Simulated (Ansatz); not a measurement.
# RhPb (P6/mmm): phonons and vibrational spectra, part 2 of 2

How does RhPb (P6/mmm) vibrate, and is this structure a minimum?

Ansatz 0.2.0; DFT PBEsol, scalar-relativistic, plane waves, PAW.

So far. Step 3 (Relaxing to small forces for the phonons): The forces vanish by symmetry and the pressure is 0.000 GPa, within the tolerances set. The cell now holds 20.56 Å³/atom. The relaxed cell has a = 5.663, c = 4.443 Å (conventional setting).

## (4) Modes at Γ

The zone centre comes first: it holds the modes that light can see, as far as symmetry allows. No field response is asked, since the mesh shows no gap.

Contents of input.yaml:

```yaml
crystal:
  lattice:
    - [5.6625619152, 0.0, 0.0]
    - [-2.8312809576, 4.903922469, 0.0]
    - [0.0, 0.0, 4.4426373385]
  atoms:
    - { symbol: Rh, position: [0.5, 0.0, 0.0] }
    - { symbol: Rh, position: [0.5, 0.5, 0.0] }
    - { symbol: Rh, position: [0.0, 0.5, 0.0] }
    - { symbol: Pb, position: [0.3333333333, 0.6666666667, 0.5] }
    - { symbol: Pb, position: [0.6666666667, 0.3333333333, 0.5] }
    - { symbol: Pb, position: [0.0, 0.0, 0.0] }
kpoints:
  mp_grid: { grid: [6, 6, 8] }
hamiltonian:
  xc: pbesol
scf:
  occupations: { method: methfessel_paxton, width: 0.15 }
output:
  eigenvalues: true
phonons:
  method: dfpt
```

Launch:

```bash
ansatz run input.yaml --threads 16 --pin off --max-ram 61440MiB --backend cuda --events-out ev --progress --plain --runs-dir out
```

Numbers of over 12 decimals in the logs are rounded to 6 here.

Log:

```text
zone centre: on kpoints.mp_grid the ground state, and the responses unless they are solved on pairs of k-points, stand on 65 of the mesh's 288 k-points, reduced under 4 symmetry operations, with k and −k counted as one. Each operation leaves every solved displacement unchanged or reverses it
[...]
GPU FFT provider: cuFFT
GPU libraries: cuBLAS 13.8.1, cuFFT 12.4.0, cuSOLVER 12.3.2
[...]
Crystal: 6 atoms, lattice volume = 123.367 Å³
Basis set: ecut = 420 eV, 2391 PW (Γ), exchange–correlation on 80×80×60 points (8 copies of the dense FFT grid, shifted against one another)
Bands: 56, of which v1, the nominal top of the filled ones, is band 47 counted from 1 (46 counted from 0)
Symmetry: 24 space group operations
k-points: 65 of 288 (irreducible under 4 space group operations, time reversal used)
[...]
GPU buffer pool allocated for 48000 grid points (all kernels)
[...]
SCF iter   1: F=—  HF=-54281.525435 eV  |F-HF|=—  |Δ(HF+E_count)|=         —  Δρ=8.20e-3  dr2=8.74e-2  ethr=1.77e-3  ⟨swp⟩=8.7  Hψ=15986  notcnv=0
[...]
SCF iter  10: F=-54281.510524 eV  HF=-54281.510524 eV  |F-HF|=0.00e0  |Δ(HF+E_count)|=  2.91e-11  S|Δr|=    0.00e0  Δρ=5.52e-8  dr2=3.72e-12  ethr=1.00e-12  ⟨swp⟩=14.6  Hψ=28459  notcnv=0
SCF 1 converged in 10 iterations: F = -54281.510524 eV  dr2 = 3.72e-12
[...]
NSCF: frozen V_eff on 35 k-points
WARN: eigensolver did not converge in 2 slots of this pass, the one above among them; of largest residual over every band (k=33): 1 band(s) unlocked (lowest unlocked band 55, counted from 0; max residual 4.87e-5 eV among the unlocked bands, 4.87e-5 eV over every band); of lowest unlocked band (k=33): band 55
[...]
DFPT response loops at q = (0, 0, 0) (fractional): preconditioner auto → Kerker (q_TF=auto, 2.603 Å⁻¹) (partly filled bands, converged f_vac=0.036); β = 1.00, the filter's whole step (`scf.mixing.beta` (0.50) is not read by the response loops under this deck's `scf.mixing.preconditioner`; to damp them name `kerker` or `kerker_dos`, under which they read `scf.mixing.beta`, and type it under 1.00, their step now; both keys bind the ground state too); Anderson in place of MSR1; while a model of the screening serves, it and β = 1 on shorter waves in the place of filter and β
SCF converged after 10 iterations
[...]
Free energy (F): -54281.510524 eV
[...]
Internal energy: -54281.510569 eV  (E = F + TS)
E sigma→0 (E₀):  -54281.510535 eV
Entropy (-TS):   0.000046 eV (0.008 meV/atom)
Fermi energy:    15.360133 eV
[...]
--- Band table (eV; the first three rows and the last of 65) ---
  k-point 0: bands = [... 43 lower, 14.4849, 14.5215, 14.5215, 15.3511, 16.0394, 17.4404, 17.4404, 18.4107, ... 5 higher]
  k-point 1: bands = [... 43 lower, 14.4886, 14.4991, 14.4991, 15.4325, 16.0396, 17.1305, 17.1305, 17.7408, ... 5 higher]
  k-point 2: bands = [... 43 lower, 14.4547, 14.4963, 14.4963, 15.3648, 16.0402, 16.2722, 16.2722, 16.7910, ... 5 higher]
  k-point 64: bands = [... 43 lower, 14.2372, 14.2943, 14.5425, 14.7564, 14.9335, 16.0201, 17.9048, 17.9195, ... 5 higher]
--- Phonons (Γ-DFPT): 7 representative perturbations + reference (Σ response iterations 37) ---
  ASR residual: 5.184e-5 → 0.000e0 eV/Å²; symmetrization residual: 1.059e-9 eV/Å²
  ASR residual per site (eV/Å²): 5.18e-5 5.01e-5 5.01e-5 6.02e-6 6.02e-6 1.21e-5
  Γ frequencies (cm⁻¹): -87.73 0.00 0.00 0.00 57.73 74.69 74.69 96.58 96.58 113.16 113.16 121.90 121.90 135.55 192.77 192.86 192.86 222.94
  non-analytic LO–TO correction: not included (Born effective charges unavailable; polar crystals: no LO–TO splitting at Γ)
```

The job ended after 6.5 s (1 × NVIDIA GB200 with 16 threads of Arm Neoverse V2, shared host; peak memory 2.5 GiB).

In the SCF lines HF is the Harris–Foulkes energy and dr2 the Hartree energy of the density residual, in eV; the loop may stop once dr2 is under the threshold and the program's other checks hold. Hψ counts applications of the Hamiltonian.

This step gave:

```yaml
sum_rule_residual_before_enforcement: 5.18e-5 eV/Å²
point_group: 6/mmm
highest_optical_mode_at_the_zone_centre_no_lo_to_term: 222.9 cm⁻¹
lowest_optical_zone_centre_mode: -87.73 cm⁻¹
```

Patterns of degenerate modes are one choice out of their space. The modes at Γ (shares of kinetic energy by element, %) (negative means imaginary):

```csv
mode,frequency (cm⁻¹),symmetry,Rh %,Pb %
1,-87.7,B1u,100,0
2,0.0,acoustic,33,67
3,0.0,acoustic,33,67
4,0.0,acoustic,33,67
5,57.7,A2u,11,89
6,74.7,E1u,12,88
7,74.7,E1u,12,88
8,96.6,E2u,100,0
9,96.6,E2u,100,0
10,113.2,E2g,0,100
11,113.2,E2g,0,100
12,121.9,E1u,61,39
13,121.9,E1u,61,39
14,135.6,B1g,0,100
15,192.8,A2u,56,44
16,192.9,E1u,94,6
17,192.9,E1u,94,6
18,222.9,B2u,100,0
```

Displacements in mode 1 (-87.7 cm⁻¹), the largest set to 1:
```
Rh1  1.00  0.00  0.00
Rh2 -0.50 -0.87  0.00
Rh3 -0.50  0.87  0.00
Pb4  0.00  0.00  0.00
Pb5  0.00  0.00  0.00
Pb6  0.00  0.00  0.00
```

Displacements in mode 18 (222.9 cm⁻¹), the largest set to 1:
```
Rh1  0.00  1.00  0.00
Rh2  0.87 -0.50  0.00
Rh3 -0.87 -0.50  0.00
Pb4  0.00  0.00  0.00
Pb5  0.00  0.00  0.00
Pb6  0.00  0.00  0.00
```

Before it was imposed, the acoustic sum rule was missed by 5.2e-5 eV/Å². Small misses are needed for a sound result but don't prove that mesh and cutoff are converged. The lowest optical mode is imaginary, 87.7i cm⁻¹, so the energy falls along it.

## (5) Response at finite wavevector

Stability and thermal properties need the whole zone. Linear response on a 2×2×2 q mesh gives force constants as far as a supercell of that size would.

input.yaml: that of step 4 with these lines changed.

```diff
@@ -22 +22,9 @@
   method: dfpt
+  qmesh: [2, 2, 2]
+  temperatures: { t_max: 1000, t_step: 50 }
+  qpath:
+    path:
+      - [[0.0, 0.0, 0.0], [0.5, 0.0, 0.0], [0.33333333, 0.33333333, 0.0], [0.0, 0.0, 0.0], [0.0, 0.0, 0.5], [0.5, 0.0, 0.5], [0.33333333, 0.33333333, 0.5], [0.0, 0.0, 0.5]]
+      - [[0.5, 0.0, 0.5], [0.5, 0.0, 0.0]]
+      - [[0.33333333, 0.33333333, 0.0], [0.33333333, 0.33333333, 0.5]]
+    npoints: 10
```

Log:

```text
[...]
GPU FFT provider: cuFFT
GPU libraries: cuBLAS 13.8.1, cuFFT 12.4.0, cuSOLVER 12.3.2
[...]
Crystal: 6 atoms, lattice volume = 123.367 Å³
Basis set: ecut = 420 eV, 2391 PW (Γ), exchange–correlation on 80×80×60 points (8 copies of the dense FFT grid, shifted against one another)
Bands: 56, of which v1, the nominal top of the filled ones, is band 47 counted from 1 (46 counted from 0)
Symmetry: 24 space group operations
k-points: 35 of 288
[...]
GPU buffer pool allocated for 48000 grid points (all kernels)
[...]
SCF iter   1: F=—  HF=-54281.525558 eV  |F-HF|=—  |Δ(HF+E_count)|=         —  Δρ=8.12e-3  dr2=8.50e-2  ethr=1.77e-3  ⟨swp⟩=8.1  Hψ=8369  notcnv=0  defer=4
[...]
SCF iter  10: F=-54281.510524 eV  HF=-54281.510524 eV  |F-HF|=1.46e-11  |Δ(HF+E_count)|=  2.91e-11  S|Δr|=    0.00e0  Δρ=4.16e-8  dr2=2.04e-12  ethr=1.00e-12  ⟨swp⟩=12.4  Hψ=11219  notcnv=0
SCF 1 converged in 10 iterations: F = -54281.510524 eV  dr2 = 2.04e-12
[...]
phonons: the bands overlap, so this run is a metal and interpolates without the dipole-dipole term. If the crystal is really an insulator or semiconductor, its LO-TO splitting is missing
[...]
SCF converged after 10 iterations
[...]
Free energy (F): -54281.510524 eV
[...]
Internal energy: -54281.510569 eV  (E = F + TS)
E sigma→0 (E₀):  -54281.510535 eV
Entropy (-TS):   0.000046 eV (0.008 meV/atom)
Fermi energy:    15.360133 eV
[...]
--- Band table (eV; the first three rows and the last of 35) ---
  k-point 0: bands = [... 43 lower, 14.4849, 14.5215, 14.5215, 15.3511, 16.0394, 17.4404, 17.4404, 18.4107, ... 5 higher]
  k-point 1: bands = [... 43 lower, 14.4886, 14.4991, 14.4991, 15.4325, 16.0396, 17.1305, 17.1305, 17.7408, ... 5 higher]
  k-point 2: bands = [... 43 lower, 14.4547, 14.4963, 14.4963, 15.3648, 16.0402, 16.2722, 16.2722, 16.7910, ... 5 higher]
  k-point 34: bands = [... 43 lower, 14.1070, 14.2393, 14.2393, 14.7356, 14.8485, 16.6605, 18.3987, 18.3987, ... 5 higher]
[...]
ASR residual: 3.066e-5 → 0.000e0 eV/Å²; symmetrization residual: 8.209e-10 eV/Å²
  ASR residual per site (eV/Å²): 3.07e-5 2.83e-5 2.83e-5 9.82e-6 9.82e-6 9.54e-6
[...]
--- Phonons (arbitrary-q DFPT): 4 irreducible q on the 2×2×2 mesh ---
  q = [0.0000, 0.0000, 0.0000] (star 1, of the zone-centre solve; hermiticity 1.02e-10, symmetrization 1.06e-11): -87.73 0.00 0.00 0.00 57.73 74.69 74.69 96.58 96.58 113.16 113.16 121.90 121.90 135.55 192.77 192.86 192.86 222.94
  q = [0.0000, 0.0000, -0.5000] (star 1, 7 solved perturbations in 305 linear systems a pass and spin channel, the states on 35 of 288 k-point pairs; hermiticity 4.03e-11, symmetrization 3.76e-12): -65.68 22.02 49.47 49.47 68.07 68.07 72.26 72.26 85.27 118.82 118.82 144.38 145.55 145.55 157.79 182.04 182.04 239.27
[...]
sum rule: each row above includes the acoustic sum rule's correction from the zone centre's row sums; it moved no ω² by more than (0.28 cm⁻¹)²
  mesh force constants: q→R imaginary residual 1.37e-17; ASR residual 3.066e-5 → 0.000e0 eV/Å²; symmetrization residual 1.421e-14 eV/Å²
  interpolated dispersion: 93 rows × 18 modes
  density of states and harmonic sums: on the 14×14×14 q-mesh, interpolated from the force constants of a 2×2×2 supercell (no non-analytic term)
  largest difference from the sums on the solved wave vectors: F 1.11e-1 eV, S 1.49e-4 and C_V 3.84e-5 eV/K
  zero-point energy: 0.123439 eV/cell   skipped modes (ω ≤ 0): 116, of them read as no rigid motion or as one in doubt: 113 (5.550e-1 modes/cell left out, lowest -87.73 cm⁻¹)   left out of the sums: 3.09e-2 of the cell's modes: C_V's classical limit lies that fraction below 3 k_B per atom; for a crystal, a wire or a layer, F and S can be off by more, and a phonons.interpolated_qmesh denser along its periods is the remedy for the sampling
```

The job ended after 6.3 s (1 × NVIDIA GB200 with 16 threads; peak memory 2.4 GiB).

This step gave:

```
sum-rule residual before enforcement                    : 3.07e-5 eV/Å²
lowest frequency on the path                            : -87.73 cm⁻¹
highest frequency on the path or at a solved wavevector : 239.3 cm⁻¹
lowest mode on the q mesh (acoustic modes at Γ apart)   : -87.73 cm⁻¹
```

Frequencies (cm⁻¹) solved at each irreducible wavevector; negative means imaginary. Frequencies by wavevector, by row:

```csv
q in reciprocal lattice units,star,mode 1,mode 2,mode 3,mode 4,mode 16,mode 17,mode 18
0 0 0,1,-87.7,0,0,0,192.9,192.9,222.9
0 0 -0.5,1,-65.7,22,49.5,49.5,182,182,239.3
0 -0.5 0,3,-16.8,49,59.5,60.6,180.8,198.8,219.4
0 -0.5 -0.5,3,19.3,37.7,64,70.1,163.7,197.8,222.5
```

Interpolated from a 2×2×2 q mesh, rough between the solved points. Phonon branches along the path, in cm⁻¹:

```csv
point,branch 1,branch 2,branch 3,branch 4,branch 15,branch 16,branch 17,branch 18
Γ,-88,0,0,0,193,193,193,223
halfway,-61,34,34,56,185,188,193,222
M,-17,49,60,61,174,181,199,219
halfway,35,49,59,63,171,179,204,218
K,49,50,66,66,172,172,212,212
halfway,-49,36,38,56,182,187,194,222
Γ,-88,0,0,0,193,193,193,223
halfway,-78,33,33,39,184,188,188,232
A,-66,22,50,50,158,182,182,239
halfway,-43,31,59,66,147,175,187,233
L,19,38,64,70,148,164,198,222
halfway,38,42,64,71,148,161,202,220
H,38,63,64,64,148,159,211,211
halfway,-32,33,61,65,147,172,190,231
A,-66,22,50,50,158,182,182,239
jump to L,19,38,64,70,148,164,198,222
halfway,11,44,61,66,166,169,200,222
M,-17,49,60,61,174,181,199,219
jump to K,49,50,66,66,172,172,212,212
halfway,45,56,61,61,159,164,212,212
H,38,63,64,64,148,159,211,211
```

Tetrahedra on a 14×14×14 mesh, mean over bins of 5 cm-1. Interpolated from a 2×2×2 q mesh, rough between the solved points. Phonon density of states against wavenumber; read off at these points:

```csv
wavenumber (cm⁻¹),phonon density of states (1/cm⁻¹/cell)
-88,4.8e-4
-72,0.00547
-58,0.00888
-42,0.00868
-28,0.00685
-12,0.00549
8,0.00574
22,0.0147
38,0.0837
52,0.0526
68,0.217
82,0.0979
98,0.0928
112,0.0774
122,0.211
128,0.193
142,0.0973
148,0.118
162,0.0550
178,0.0673
192,0.0638
208,0.0153
222,0.0886
238,0.00732
```

The partial phonon density of states has structure finer than the step of the table below, so its rows give means over 10 cm⁻¹, whole bins alone (the curve runs from -97.7 to 256 cm⁻¹). Peaks (cm⁻¹: height): Pb 40.3: 0.0713, 73.7: 0.154, 124.9: 0.103; Rh 75.9: 0.0691, 124.9: 0.125, 144.9: 0.0826, 171.7: 0.0612, 222.9: 0.0701.

Phonopy on the run's constants, 11x11x13 mesh, Gaussian sigma 2.5 cm-1. Interpolated from a 2×2×2 q mesh, rough between the solved points. Partial phonon density of states against wavenumber; means over each step; values in 1/cm⁻¹/cell:

```csv
wavenumber (cm⁻¹),Pb,Rh
-90,0,5.4e-4
-80,2.5e-7,0.00343
-70,6.9e-6,0.00624
-60,3.0e-5,0.00958
-50,4.0e-5,0.00740
-40,2.2e-4,0.00974
-30,2.2e-4,0.00847
-20,3.4e-4,0.00584
-10,5.2e-4,0.00303
0,2.7e-4,0.00120
10,0.00102,0.00359
20,0.00485,0.0120
30,0.0240,0.0117
40,0.0661,0.0138
50,0.0547,0.0167
60,0.0773,0.0273
70,0.145,0.0522
80,0.0960,0.0516
90,0.0478,0.0351
100,0.0526,0.0308
110,0.0617,0.0176
120,0.0757,0.0655
130,0.0630,0.0802
140,0.0333,0.0461
150,0.0280,0.0493
160,0.0154,0.0335
170,0.0115,0.0581
180,0.0129,0.0500
190,0.0106,0.0474
200,0.00667,0.0426
210,0.00147,0.0131
220,0.00454,0.0524
230,0.00375,0.0296
240,7.2e-4,0.00430
250,1.5e-6,8.0e-6
```

Symmetry leaves 4 wavevectors to solve. The lowest mode among them, the acoustic zeros apart, lies at Γ and is imaginary, 87.7i cm⁻¹, so the energy falls along it.

## (6) Results

| Quantity | Value |
| --- | --- |
| space group after relaxation (within 0.01 Å) | P6/mmm |
| volume per atom | 20.6 Å³ |
| electronic character | no gap on this mesh |
| highest optical mode at the zone centre (no LO-TO term) | 223 cm⁻¹ |
| lowest optical zone-centre mode | -87.7 cm⁻¹ |
| lowest mode on the q mesh (acoustic modes at Γ apart) | -87.7 cm⁻¹ |
| highest frequency on the path or at a solved wavevector | 239 cm⁻¹ |
| imaginary modes on the 2×2×2 q mesh | yes |

What this shows: Modes are clearly imaginary (beyond 10i cm⁻¹) at 3 of the 4 irreducible wavevectors, most at Γ (87.7i cm⁻¹), so this structure is not a minimum of the energy. The optical modes at Γ span -88 to 223 cm⁻¹ (negative means imaginary). The highest mode in this list at Γ, 222.9 cm⁻¹, is mostly motion of Rh (100 % of the kinetic energy). The q mesh stands for a supercell only 8.9 Å across, so branches between the solved wavevectors are rough. With no gap, or one that is small against the smearing, the frequencies hang on the k mesh and the smearing, most of all near Kohn anomalies. The phonon runs are without spin polarisation, although the cell has an odd electron count. Spin-orbit coupling is left out, which can matter for the heavy elements here. A phonon run warned that its eigensolver left some bands unconverged in a pass. These are harmonic frequencies at zero temperature: anharmonic shifts, linewidths and thermal expansion are left out.

[Logs are printed without paths, hosts, clocks, repeated set-up lines and the standing remarks that a program may print on its own settings, such as how far it seeks lower states.]

[Hosts, paths, dates, database ids (printed as entryN), source tags and the programs' standing remarks are cut or masked in the printed files.]
